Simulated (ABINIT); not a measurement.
Entries from a set of simulations; values are calculated unless marked as measured.

## LiHF2 (R-3m): a self-consistent loop beyond G0W0, cycle by cycle

The structure is trigonal, space group R-3m (No. 166). Conventional cell: a = 2.934 Å, b = 2.934 Å, c = 13.100 Å, α = 90.00°, β = 90.00°, γ = 120.00°. Nearest to Li lie 6 F at 1.99 Å. Nearest to H lie 2 F at 1.14 Å. Nearest to F lie 1 H at 1.14 Å and 3 Li at 1.99 Å. Farther neighbours, and contacts between anions beyond the nearest, are not listed.

```xyz
4
Lattice="1.4670 0.8470 4.3667 -1.4670 0.8470 4.3667 0.0000 -1.6939 4.3667" Properties=species:S:1:pos:R:3 pbc="T T T"
Li    0.0000    0.0000    0.0000
H     0.0000    0.0000    6.5500
F     0.0000    0.0000    5.4143
F     0.0000    0.0000    7.6858
```

```
method        : RPA screening on LDA from quasiparticle energies and orbitals, plane waves, norm-conserving pseudopotentials (and 4 further levels or steps)
program       : ABINIT 10.8.3
settings      : cutoff 36 Ha, PseudoDojo scalar-relativistic 0.4.1 standard, norm-conserving, ngkpt (4, 4, 4), nband 22, ecuteps 3.2 Ha, gwcalctyp 28, inclvkb 2, shiftk (0, 0, 0), symchi 1, awtr 1, frequency ppm, cycle 9, q points all but q = 0, 4×4×4 k-mesh
cost          : 28 runs, 14 min in all on 4 MPI ranks of Arm Neoverse V1, shared host
notes         : The program’s warnings: nkpt*nsppol () is not a multiple of nproc spkpt (). The cell and positions are those that the Materials Project relaxed with its own functionals (PBE, PBE+U or r2SCAN), kept fixed.
G0W0          : 13.267 eV
QSGW, cycle 1 : 14.089 eV
QSGW, cycle 2 : 15.247 eV
QSGW, cycle 3 : 15.435 eV
QSGW, cycle 4 : 15.361 eV
QSGW, cycle 5 : 15.246 eV
QSGW, cycle 6 : 15.157 eV
QSGW, cycle 7 : 15.110 eV
QSGW, cycle 8 : 15.094 eV
QSGW, cycle 9 : 15.094 eV
known limits  : short of the basis limit
```

Only the bands that the input lists are updated; the higher empty ones keep the functional's energies. QSGW ends at 15.09 eV, +1.83 eV from G0W0, after 9 cycles that took 14 min beside the first screening; the last moved the gap by 0.000 eV.

[Long decimals in the printed logs are rounded to 6 places.]

[Logs are printed without paths, hosts, clocks, repeated set-up lines and the standing remarks that a program may print on its own settings, such as how far it seeks lower states.]

[Paths, hosts, dates, memory and timing lines, banners, echoed tables and standing remarks are left out of the program output; an Ansatz launch command may be rebuilt from the run's recorded settings. Measured values are a selection of at most five: reports struck by readers or far from the other reports are left out. None is set beside runs whose start may be inverted or whose files or cutoffs have a known fault.]

[Runs of the session that timed out or met a known fault of the program may be left out.]

[Hosts, paths, dates, database ids (printed as entryN), source tags and the programs' standing remarks are cut or masked in the printed files.]

[G0W0 gaps are taken among the corrected bands and points alone; a level outside them can change the order at an edge.]

[Where Ansatz stands beside ABINIT at settings called matched, ABINIT's density can come from a denser mesh and the files from another edition; pairs whose starting gaps differed by over 0.03 eV were left out, so agreement reads better than it is.]
